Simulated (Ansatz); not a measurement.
# Sc3SnC (Pm-3m): phonons and vibrational spectra, part 2 of 2

How does Sc3SnC (Pm-3m) vibrate, and is this structure a minimum?

Ansatz 0.2.0; DFT PBEsol, scalar-relativistic, plane waves, PAW; PAW set soft_1.

So far. Step 3 (Relaxing to small forces for the phonons): The forces vanish by symmetry and the pressure is 0.000 GPa, within the tolerances set. The cell now holds 18.00 Å³/atom. The relaxed cell has a = 4.481 Å (conventional setting).

## (4) Modes at Γ

The zone centre comes first: it holds the modes that light can see, as far as symmetry allows. No field response is asked, since the mesh shows no gap.

input.yaml reads:

```yaml
crystal:
  lattice:
    - [4.4810787021, 0.0, 0.0]
    - [0.0, 4.4810787021, 0.0]
    - [0.0, 0.0, 4.4810787021]
  atoms:
    - { symbol: Sc, position: [0.0, 0.5, 0.5] }
    - { symbol: Sc, position: [0.5, 0.5, 0.0] }
    - { symbol: Sc, position: [0.5, 0.0, 0.5] }
    - { symbol: Sn, position: [0.0, 0.0, 0.0] }
    - { symbol: C, position: [0.5, 0.5, 0.5] }
kpoints:
  mp_grid: { grid: [8, 8, 8] }
hamiltonian:
  xc: pbesol
  pseudopotentials: { kind: paw, azcp: { folder: soft_1 }, xc_functional: pbe }
scf:
  occupations: { method: methfessel_paxton, width: 0.2 }
output:
  eigenvalues: true
phonons:
  method: dfpt
```

Command:

```console
> ansatz run input.yaml --threads 4 --pin off --max-ram 10240MiB --backend cpu --events-out ev --progress --plain --runs-dir out
```

Numbers of over 12 decimals in the logs are rounded to 6 here.

Log:

```text
zone centre: on kpoints.mp_grid the ground state, and the responses unless they are solved on pairs of k-points, stand on 125 of the mesh's 512 k-points, reduced under 8 symmetry operations, with k and −k counted as one. Each operation leaves every solved displacement unchanged or reverses it
[...]
Crystal: 5 atoms, lattice volume = 89.980 Å³
Basis set: ecut = 420 eV, 1791 PW (Γ), exchange–correlation on 60×60×60 points (8 copies of the dense FFT grid, shifted against one another)
Bands: 31, of which v1, the nominal top of the filled ones, is band 26 counted from 1 (25 counted from 0)
Symmetry: 48 space group operations
k-points: 125 of 512 (irreducible under 8 space group operations)
[...]
SCF iter   1: F=—  HF=-12537.671112 eV  |F-HF|=—  |Δ(HF+E_count)|=         —  Δρ=6.70e-2  dr2=1.05e1  ethr=3.10e-3  ⟨swp⟩=5.1  Hψ=15682  notcnv=0
[...]
SCF iter  11: F=-12534.950009 eV  HF=-12534.950009 eV  |F-HF|=0.00e0  |Δ(HF+E_count)|=  1.46e-11  S|Δr|=    0.00e0  Δρ=6.32e-8  dr2=2.59e-12  ethr=1.00e-12  ⟨swp⟩=6.9  Hψ=17557  notcnv=0
SCF 1 converged in 11 iterations: F = -12534.950009 eV  dr2 = 2.59e-12
[...]
DFPT response loops at Γ: preconditioner auto → Kerker (q_TF=auto, 2.482 Å⁻¹) (partly filled bands, converged f_vac=0.000); β = 1.00, the filter's whole step (`scf.mixing.beta` (0.50) is not read by the response loops under this deck's `scf.mixing.preconditioner`; to damp them name `kerker` or `kerker_dos`, under which they read `scf.mixing.beta`, and type it under 1.00, their step now; both keys bind the ground state too); Broyden in place of MSR1
SCF converged after 11 iterations
[...]
Free energy (F): -12534.950009 eV
[...]
Internal energy: -12534.945761 eV  (E = F + TS)
E sigma→0 (E₀):  -12534.948947 eV
Entropy (-TS):   -0.004248 eV (-0.850 meV/atom)
Fermi energy:    12.035848 eV
Step filling:    the computed levels leave a gap of 0.0000 eV = 0.0 smearing widths at the electron count; against every level under it full and every level over it empty, smearing changes F+E_penalty+E_count by -2.402 meV and its σ→0 estimate by -1.340 meV
[...]
--- Band table (eV; the first three rows and the last of 125) ---
  k-point 0: bands = [... 22 lower, 10.8913, 10.8913, 11.4720, 11.4720, 11.4720, 13.0337, 13.0337, 13.0337, ... 1 higher]
  k-point 1: bands = [... 22 lower, 11.0133, 11.0207, 11.2310, 11.2310, 11.5203, 12.5872, 13.2908, 13.2908, ... 1 higher]
  k-point 2: bands = [... 22 lower, 10.3882, 10.8159, 10.8159, 11.3529, 11.6504, 12.5832, 13.7131, 13.7131, ... 1 higher]
  k-point 124: bands = [... 22 lower, 9.6665, 9.6665, 9.6665, 12.8405, 12.8405, 12.8405, 13.3021, 13.3021, ... 1 higher]
--- Phonons (Γ-DFPT): 4 representative perturbations + reference, on 125 of 512 k-points (Σ response iterations 13) ---
  k mesh reduced under 8 symmetry operations, with k and −k counted as one. Each operation leaves every solved displacement unchanged or reverses it
  ASR residual: 9.140e-5 → 0.000e0 eV/Å²; symmetrization residual: 4.143e-6 eV/Å²
  ASR residual per site (eV/Å²): 2.89e-5 2.89e-5 2.89e-5 6.10e-5 9.14e-5
  Γ frequencies (cm⁻¹): 0.00 0.00 0.00 145.46 145.46 145.46 220.81 220.81 220.81 274.79 274.79 274.79 515.47 515.47 515.47
  non-analytic LO–TO correction: not included (Born effective charges unavailable; polar crystals: no LO–TO splitting at Γ)
```

Wall time 39 s (4 threads of Arm Neoverse V2, shared host); peak memory 1.5 GiB.

This step gave:

```
sum-rule residual before enforcement                    : 9.14e-5 eV/Å²
point group                                             : m-3m
highest optical mode at the zone centre (no LO-TO term) : 515.5 cm⁻¹
lowest optical zone-centre mode                         : 145.5 cm⁻¹
```

Patterns of degenerate modes are one choice out of their space. The modes at Γ (shares of kinetic energy by element, %):

```tsv
mode	frequency (cm⁻¹)	symmetry	Sc %	Sn %	C %
1	0.0	acoustic	51	45	5
2	0.0	acoustic	51	45	5
3	0.0	acoustic	51	45	5
4	145.5	T1u	42	55	2
5	145.5	T1u	42	55	2
6	145.5	T1u	42	55	2
7	220.8	T2u	100	0	0
8	220.8	T2u	100	0	0
9	220.8	T2u	100	0	0
10	274.8	T1u	93	0	7
11	274.8	T1u	93	0	7
12	274.8	T1u	93	0	7
13	515.5	T1u	14	0	86
14	515.5	T1u	14	0	86
15	515.5	T1u	14	0	86
```

Displacements in mode 6 (145.5 cm⁻¹), the largest set to 1:
```
Sc1 -0.92  0.04  0.06
Sc2 -0.77  0.04  0.07
Sc3 -0.77  0.05  0.06
Sn4  1.00 -0.05 -0.08
C5  -0.67  0.04  0.05
```

Displacements in mode 14 (515.5 cm⁻¹), the largest set to 1:
```
Sc1 -0.21  0.00  0.00
Sc2 -0.01  0.00  0.00
Sc3 -0.01  0.00  0.00
Sn4 -0.01  0.00  0.00
C5   1.00  0.00  0.00
```

Before it was imposed, the acoustic sum rule was missed by 9.1e-5 eV/Å². Small misses are needed for a sound result but don't prove that mesh and cutoff are converged. The lowest optical mode is real, 145 cm⁻¹.

## (5) Response at finite wavevector

Stability and thermal properties need the whole zone. Linear response on a 4×4×4 q mesh gives force constants as far as a supercell of that size would.

input.yaml: that of step 4 with these lines changed.

```diff
@@ -22 +22,8 @@
   method: dfpt
+  qmesh: [4, 4, 4]
+  temperatures: { t_max: 1000, t_step: 50 }
+  qpath:
+    path:
+      - [[0.0, 0.0, 0.0], [0.0, 0.5, 0.0], [0.5, 0.5, 0.0], [0.0, 0.0, 0.0], [0.5, 0.5, 0.5], [0.0, 0.5, 0.0]]
+      - [[0.5, 0.5, 0.5], [0.5, 0.5, 0.0]]
+    npoints: 10
```

Log:

```text
[...]
Crystal: 5 atoms, lattice volume = 89.980 Å³
Basis set: ecut = 420 eV, 1791 PW (Γ), exchange–correlation on 60×60×60 points (8 copies of the dense FFT grid, shifted against one another)
Bands: 31, of which v1, the nominal top of the filled ones, is band 26 counted from 1 (25 counted from 0)
Symmetry: 48 space group operations
k-points: 35 of 512
[...]
SCF iter   1: F=—  HF=-12537.670930 eV  |F-HF|=—  |Δ(HF+E_count)|=         —  Δρ=6.70e-2  dr2=1.05e1  ethr=3.10e-3  ⟨swp⟩=4.9  Hψ=4335  notcnv=0
[...]
SCF iter  11: F=-12534.950009 eV  HF=-12534.950009 eV  |F-HF|=5.46e-12  |Δ(HF+E_count)|=  9.09e-12  S|Δr|=    0.00e0  Δρ=6.06e-8  dr2=2.35e-12  ethr=1.00e-12  ⟨swp⟩=6.7  Hψ=4847  notcnv=0
SCF 1 converged in 11 iterations: F = -12534.950009 eV  dr2 = 2.35e-12
[...]
phonons: the bands overlap, so this run is a metal and interpolates without the dipole-dipole term. If the crystal is really an insulator or semiconductor, its LO-TO splitting is missing
NSCF: frozen V_eff on 35 k-points
[...]
DFPT response loops at q = (0, 0, 0) (fractional): preconditioner auto → Kerker (q_TF=auto, 2.482 Å⁻¹) (partly filled bands, converged f_vac=0.000); β = 1.00, the filter's whole step (`scf.mixing.beta` (0.50) is not read by the response loops under this deck's `scf.mixing.preconditioner`; to damp them name `kerker` or `kerker_dos`, under which they read `scf.mixing.beta`, and type it under 1.00, their step now; both keys bind the ground state too); Broyden in place of MSR1
[...]
SCF converged after 11 iterations
[...]
Free energy (F): -12534.950009 eV
[...]
Internal energy: -12534.945761 eV  (E = F + TS)
E sigma→0 (E₀):  -12534.948947 eV
Entropy (-TS):   -0.004248 eV (-0.850 meV/atom)
Fermi energy:    12.035848 eV
[...]
--- Band table (eV; the first three rows and the last of 35) ---
  k-point 0: bands = [... 22 lower, 10.8913, 10.8913, 11.4720, 11.4720, 11.4720, 13.0337, 13.0337, 13.0337, ... 1 higher]
  k-point 1: bands = [... 22 lower, 11.0133, 11.0207, 11.2310, 11.2310, 11.5203, 12.5872, 13.2908, 13.2908, ... 1 higher]
  k-point 2: bands = [... 22 lower, 10.3882, 10.8159, 10.8159, 11.3529, 11.6504, 12.5832, 13.7131, 13.7131, ... 1 higher]
  k-point 34: bands = [... 22 lower, 9.6665, 9.6665, 9.6665, 12.8405, 12.8405, 12.8405, 13.3021, 13.3021, ... 1 higher]
--- Phonons (Γ-DFPT): 4 representative perturbations + reference (Σ response iterations 13) ---
  ASR residual: 8.784e-5 → 0.000e0 eV/Å²; symmetrization residual: 1.935e-6 eV/Å²
  ASR residual per site (eV/Å²): 2.02e-5 2.02e-5 2.02e-5 4.79e-5 8.78e-5
[...]
--- Phonons (arbitrary-q DFPT): 10 irreducible q on the 4×4×4 mesh ---
  q = [0.0000, 0.0000, 0.0000] (star 1, of the zone-centre solve; hermiticity 2.94e-7, symmetrization 2.19e-12): -0.00 -0.00 0.00 145.46 145.46 145.46 220.81 220.81 220.81 274.79 274.79 274.79 515.47 515.47 515.47
  q = [0.0000, 0.0000, 0.2500] (star 6, 9 solved perturbations in 1560 linear systems a pass and spin channel, the states on 200 of 512 k-point pairs; hermiticity 4.35e-7, symmetrization 9.20e-13): 70.54 70.54 99.61 148.61 148.61 174.49 198.55 213.28 213.28 267.56 267.56 290.68 511.39 511.39 527.16
[...]
q = [0.0000, 0.2500, -0.5000] (star 12, 15 solved perturbations on 200 of 512 k-point pairs; hermiticity 4.76e-7, symmetrization 6.30e-11): 105.21 110.57 115.17 141.07 165.40 185.60 191.41 198.50 226.78 243.72 273.41 328.77 512.33 523.69 552.03
[...]
sum rule: each row above includes the acoustic sum rule's correction from the zone centre's row sums; it moved no ω² by more than (1.41 cm⁻¹)²
  mesh force constants: q→R imaginary residual 5.69e-19; ASR residual 8.784e-5 → 0.000e0 eV/Å²; symmetrization residual 1.066e-14 eV/Å²
  interpolated dispersion: 62 rows × 15 modes
  density of states and harmonic sums: on the 16×16×16 q-mesh, interpolated from the force constants of a 4×4×4 supercell (no non-analytic term)
  largest difference from the sums on the solved wave vectors: F 1.20e-2 eV, S 1.60e-5 and C_V 3.98e-6 eV/K
  zero-point energy: 0.238814 eV/cell   skipped modes (ω ≤ 0): 3   left out of the sums: 4.88e-5 of the cell's modes: C_V's classical limit lies that fraction below 3 k_B per atom; for a crystal, a wire or a layer, F and S can be off by more, and a phonons.interpolated_qmesh denser along its periods is the remedy for the sampling
```

It took 16 min on 4 threads; peak memory 3.6 GiB; 63 min of CPU time.

This step gave:

```
sum-rule residual before enforcement                       : 8.78e-5 eV/Å²
lowest frequency on the path                               : 0 cm⁻¹
highest frequency on the path or at a solved wavevector    : 562.6 cm⁻¹
mean frequency                                             : 256.8 cm⁻¹
Debye temperature (second moment)                          : 551 K
logarithmic mean frequency                                 : 219.3 cm⁻¹
lowest mode on the q mesh (acoustic modes at Γ apart)      : 70.54 cm⁻¹
zero-point energy per atom                                 : 47.76 meV
heat capacity at 300 K                                     : 21.51 J/(mol atoms K)
vibrational entropy at 300 K                               : 25.58 J/(mol atoms K)
edges of the widest gap between branches, on path and mesh : 379.1, 506.2 cm⁻¹
```

Frequencies (cm⁻¹) solved at each irreducible wavevector; negative means imaginary. Frequencies by wavevector, by row:

```tsv
q in reciprocal lattice units	star	mode 1	mode 2	mode 3	mode 4	mode 13	mode 14	mode 15
0 0 0	1	0	0	0	145.5	515.5	515.5	515.5
0 0 0.25	6	70.5	70.5	99.6	148.6	511.4	511.4	527.2
0 0 -0.5	3	105.7	105.7	123.1	150.2	506.2	506.2	562.5
0 0.25 0.25	12	88	91.3	115.1	156.4	512.7	521.7	528.3
0 0.25 -0.5	12	105.2	110.6	115.2	141.1	512.3	523.7	552
0 -0.5 -0.5	3	107.3	110.7	110.7	116.6	511.5	541.2	541.2
0.25 0.25 0.25	8	99.8	99.8	120.4	150.7	521.6	521.6	525
0.25 0.25 -0.5	12	109.2	110.5	114.7	146.4	521	521	542.2
0.25 -0.5 -0.5	6	112	112	114.1	121.8	514.9	532.4	532.4
-0.5 -0.5 -0.5	1	113	113	113	134.4	532.7	532.7	532.7
```

Interpolated from a 4×4×4 q mesh. The phonon branches at the labelled points (cm⁻¹):

```tsv
point	branch 1	branch 2	branch 3	branch 4	branch 12	branch 13	branch 14	branch 15
Γ	0	0	0	146	275	516	516	516
halfway	70	70	100	149	291	511	511	527
X	106	106	123	150	314	506	506	563
halfway	105	111	115	141	329	512	524	552
M	107	111	111	117	348	512	541	541
halfway	88	91	115	156	304	513	522	528
Γ	0	0	0	146	275	516	516	516
halfway	100	100	120	151	315	522	522	525
R	113	113	113	134	379	533	533	533
halfway	109	110	115	146	338	521	521	542
X	106	106	123	150	314	506	506	563
jump to R	113	113	113	134	379	533	533	533
halfway	112	112	114	122	357	515	532	532
M	107	111	111	117	348	512	541	541
```

Tetrahedra on a 16×16×16 mesh, mean over bins of 5 cm-1. Interpolated from a 4×4×4 q mesh. Phonon density of states against wavenumber; read off at these points:

```tsv
wavenumber (cm⁻¹)	phonon density of states (1/cm⁻¹/cell)
2	0
18	1.6e-4
32	9.3e-4
48	0.00246
62	0.00521
78	0.0110
92	0.0267
108	0.116
112	0.133
122	0.0141
138	0.0262
152	0.111
168	0.0395
182	0.0492
198	0.0299
212	0.104
228	0.0605
242	0.0138
258	0.0432
272	0.0806
292	0.00759
308	0.0115
322	0.0174
338	0.0160
352	0.00696
368	0.0022
382	0
398	0
412	0
428	0
442	0
458	0
472	0
488	0
502	0
512	0.158
518	0.0934
532	0.0709
548	0.0211
562	9.7e-4
```

The partial phonon density of states has structure finer than the step of the table below, so its rows give means over 20 cm⁻¹, whole bins alone (the curve runs from -10 to 588 cm⁻¹). Peaks (cm⁻¹: height): C 516.6: 0.0942; Sc 155.5: 0.0698, 211.9: 0.0862, 272.1: 0.0633, 512.8: 0.0145; Sn 114.1: 0.110.

Phonopy on the run's constants, 13x13x13 mesh, Gaussian sigma 4.3 cm-1. Interpolated from a 4×4×4 q mesh. The partial phonon density of states by wavenumber; means over each step; values in 1/cm⁻¹/cell:

```tsv
wavenumber (cm⁻¹)	C	Sc	Sn
0	1.9e-6	3.2e-5	3.0e-5
20	1.8e-5	1.8e-4	1.7e-4
40	6.7e-5	8.1e-4	8.9e-4
60	1.5e-4	0.00196	0.00278
80	2.4e-4	0.00417	0.00956
100	2.4e-4	0.0103	0.0555
120	6.1e-5	0.0112	0.0597
140	2.9e-4	0.0319	0.00510
160	0.00123	0.0583	0.00928
180	5.3e-4	0.0440	0.00199
200	3.3e-4	0.0478	0.00204
220	4.8e-4	0.0741	0.00225
240	0.00122	0.0223	5.7e-4
260	0.00376	0.0416	2.2e-5
280	0.00189	0.0432	5.9e-6
300	3.8e-4	0.0106	4.9e-6
320	4.8e-4	0.0159	1.4e-5
340	3.9e-4	0.0144	3.9e-6
360	1.1e-4	0.00475	0
380	4.6e-6	5.9e-4	0
400	0	6.3e-7	0
420	0	0	0
440	0	0	0
460	0	0	0
480	0	0	0
500	0.0133	0.00226	5.1e-6
520	0.0758	0.00857	2.9e-5
540	0.0423	9.3e-4	1.6e-5
560	0.00667	5.5e-5	1.2e-6
```

Harmonic thermodynamic functions per atom, from the density of states. Interpolated from a 4×4×4 q mesh. Thermodynamic functions, by row:

```tsv
T (K)	F_vib (meV/atom)	S (J/mol-atom/K)	C_V (J/mol-atom/K)
0	47.76	0	0
50	47.57	1.547	4.182
100	45.45	6.86	11.48
200	32.68	17.4	18.62
300	10.22	25.58	21.51
400	-19.73	31.97	22.84
500	-55.64	37.15	23.54
600	-96.45	41.48	23.95
700	-141.4	45.2	24.2
800	-190	48.44	24.37
900	-241.7	51.32	24.49
1000	-296.2	53.9	24.57
```

Harmonic mean-square displacement, third of the trace. Interpolated from a 4×4×4 q mesh. Mean square displacements, by row:

```tsv
T (K)	Sc1 U_eq (Å²)	Sc2 U_eq (Å²)	Sc3 U_eq (Å²)	Sn4 U_eq (Å²)	C5 U_eq (Å²)
0	0.00191	0.00191	0.00191	0.0013	0.003
100	0.00237	0.00237	0.00237	0.00209	0.00319
300	0.00507	0.00507	0.00507	0.00541	0.00448
600	0.0097	0.0097	0.0097	0.01065	0.00746
```

Symmetry leaves 10 wavevectors to solve. The lowest mode among them, the acoustic zeros apart, lies at q = (0, 0, 0.25) and is real, 70.5 cm⁻¹.

## (6) Another isotope, element C, natural mass 12.011 amu

An isotope changes the mass and not the force constants, so no new electronic calculation is needed; the shifts show which modes move this element.

The same force constants with the mass of C changed from 12.011 to 13.003 u (phonopy, no LO-TO term). Both lists are sorted by frequency; levels can cross, so a row need not hold one and the same mode. Modes under 3 cm⁻¹ are left out. Isotope shifts, by row, the first 40 of 57 rows:

```tsv
q	rank	natural mass (cm⁻¹)	changed mass (cm⁻¹)
0 0 0	4	145.5	145.3
0 0 0	5	145.5	145.3
0 0 0	6	145.5	145.3
0 0 0	7	220.8	220.8
0 0 0	8	220.8	220.8
0 0 0	9	220.8	220.8
0 0 0	10	274.8	274
0 0 0	11	274.8	274
0 0 0	12	274.8	274
0 0 0	13	515.5	498.4
0 0 0	14	515.5	498.4
0 0 0	15	515.5	498.4
0 0 0.25	1	70.54	70.45
0 0 0.25	2	70.54	70.45
0 0 0.25	3	99.61	99.58
0 0 0.25	4	148.6	148.4
0 0 0.25	5	148.6	148.4
0 0 0.25	6	174.5	174.4
0 0 0.25	7	198.6	198.6
0 0 0.25	8	213.3	213.3
0 0 0.25	9	213.3	213.3
0 0 0.25	10	267.6	266.6
0 0 0.25	11	267.6	266.6
0 0 0.25	12	290.7	290.2
0 0 0.25	13	511.4	494.5
0 0 0.25	14	511.4	494.5
0 0 0.25	15	527.2	507.9
0 0 -0.5	1	105.7	105.7
0 0 -0.5	2	105.7	105.7
0 0 -0.5	3	123.1	123.1
0 0 -0.5	4	150.2	149.8
0 0 -0.5	5	150.2	149.8
0 0 -0.5	6	173	173
0 0 -0.5	7	195.7	195.7
0 0 -0.5	8	205.6	205.6
0 0 -0.5	9	205.6	205.6
0 0 -0.5	10	259.1	258
0 0 -0.5	11	259.1	258
0 0 -0.5	12	313.7	313.7
0 0 -0.5	13	506.2	489.7
```

A mode of this element alone would shift by -3.89 %. The highest zone-centre frequency without the field goes from 515.5 to 498.4 cm⁻¹ (-3.3 %). The product of the frequency ratios over all optical modes at Γ is 0.893; the product rule, (m/m′)^(3k/2) (M′/M)^(3/2) with k = 1 such atoms and M the mass of the cell, gives 0.893.

## (7) Another isotope, element Sn, natural mass 118.71 amu

The same for Sn, from 118.71 to 123.91 u.

A mode of this element alone would shift by -2.12 %. The highest zone-centre frequency without the field goes from 515.5 to 515.5 cm⁻¹ (-0.0 %). The product of the frequency ratios over all optical modes at Γ is 0.965; the product rule, (m/m′)^(3k/2) (M′/M)^(3/2) with k = 1 such atoms and M the mass of the cell, gives 0.965.

## (8) Outcome

- space group after relaxation (within 0.01 Å): Pm-3m
- volume per atom: 18.0 Å³
- electronic character: no gap on this mesh
- highest optical mode at the zone centre (no LO-TO term): 515 cm⁻¹
- lowest optical zone-centre mode: 145 cm⁻¹
- lowest mode on the q mesh (acoustic modes at Γ apart): 70.5 cm⁻¹
- highest frequency on the path or at a solved wavevector: 563 cm⁻¹
- zero-point energy per atom: 47.8 meV
- heat capacity at 300 K: 21.5 J/(mol atoms K)
- vibrational entropy at 300 K: 25.6 J/(mol atoms K)
- Debye temperature (second moment): 551 K
- imaginary modes on the 4×4×4 q mesh: none

The structure is a minimum as far as tested: no mode is imaginary at the 10 irreducible wavevectors of the 4×4×4 mesh, and the softest away from the acoustic zeros lies at 71 cm⁻¹. The optical modes at Γ span 145 to 515 cm⁻¹. The highest mode in this list at Γ, 515.5 cm⁻¹, is mostly motion of C (86 % of the kinetic energy). On the path and the mesh, the widest gap between branches runs from 379 to 506 cm⁻¹. With no gap, or one that is small against the smearing, the frequencies hang on the k mesh and the smearing, most of all near Kohn anomalies. The phonon runs are without spin polarisation, although the cell has an odd electron count. Spin-orbit coupling is left out, which can matter for the heavy elements here. The PAW files were made for PBE and serve the other functionals too. These are harmonic frequencies at zero temperature: anharmonic shifts, linewidths and thermal expansion are left out.

[Logs are printed without paths, hosts, clocks, repeated set-up lines and the standing remarks that a program may print on its own settings, such as how far it seeks lower states.]

[Hosts, paths, dates, database ids (printed as entryN), source tags and the programs' standing remarks are cut or masked in the printed files.]
